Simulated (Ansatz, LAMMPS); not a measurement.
## Finding the fault: Na+ TFSI- in gamma-butyrolactone and tetrahydrofuran at 400 K (107 atoms)

Program: Ansatz 0.2.0. The cell: 2 N, 4 S, 17 O, 28 C, 12 F, 42 H and 2 Na.

File input.yaml:

```yaml
crystal:
  lattice:
    - [10.90761, 0.0, 0.0]
    - [0.0, 10.90761, 0.0]
    - [0.0, 0.0, 10.90761]
  atoms:
    - { symbol: "N", position: [0.23517, 0.92643, 0.02629] }
    - { symbol: S, position: [0.11464, 0.8399, 0.01041] }
    - { symbol: O, position: [0.14095, 0.71117, 0.98844] }
    - { symbol: O, position: [0.00544, 0.89609, 0.9572] }
    - { symbol: C, position: [0.09665, 0.86113, 0.18223] }
    - { symbol: F, position: [0.2021, 0.82463, 0.2407] }
    - { symbol: F, position: [0.0163, 0.77406, 0.21091] }
    - { symbol: F, position: [0.06092, 0.96893, 0.21466] }
    - { symbol: S, position: [0.34245, 0.9393, 0.94172] }
    - { symbol: O, position: [0.45916, 0.94367, 0.01841] }
    - { symbol: O, position: [0.34823, 0.86327, 0.83216] }
    - { symbol: C, position: [0.3365, 0.09816, 0.90016] }
    - { symbol: F, position: [0.29149, 0.1489, 0.00455] }
    - { symbol: F, position: [0.44705, 0.14116, 0.88733] }
    - { symbol: F, position: [0.28134, 0.13215, 0.797] }
    - { symbol: "N", position: [0.20988, 0.17149, 0.51799] }
    - { symbol: S, position: [0.26166, 0.22268, 0.39168] }
    - { symbol: O, position: [0.19109, 0.3119, 0.31923] }
    [... 83 atom lines left out ...]
    - { symbol: H, position: [0.67783, 0.79651, 0.69328] }
    - { symbol: H, position: [0.75322, 0.95257, 0.68791] }
    - { symbol: H, position: [0.81177, 0.90932, 0.46451] }
    - { symbol: H, position: [0.77871, 0.75, 0.48502] }
    - { symbol: Na, position: [0.38834, 0.9576, 0.23609] }
    - { symbol: Na, position: [0.00825, 0.2325, 0.22453] }
kpoints:
  mp_grid: { grid: [1, 1, 1], kspacing: 0.3 }
hamiltonian:
  xc: lda
scf:
  occupations: { method: fixed }
  max_iter: 75
output:
  forces: true
```

The run is started by

```console
> ansatz run input.yaml --threads 4 --pin off --max-ram 8192MiB --backend cpu --events-out ev --progress --plain --runs-dir out
```

Log:

```text
Error: invalid value for `kpoints.mp_grid.kspacing`: mutually exclusive with `grid` — set one or the other
```

The job ended after 0.1 s (4 threads of Arm Neoverse V1, shared host; peak memory 0.09 GiB).

Q: Name the fault and the fix.

Both a k-mesh and a spacing: kpoints.mp_grid.kspacing = 0.3.

The fix is to take out kpoints.mp_grid.kspacing.

The program refused it before any cycle.

[Logs are printed without paths, hosts, clocks, repeated set-up lines and the standing remarks that a program may print on its own settings, such as how far it seeks lower states.]

[Hosts, paths, dates, database ids (printed as entryN), source tags and the programs' standing remarks are cut or masked in the printed files.]
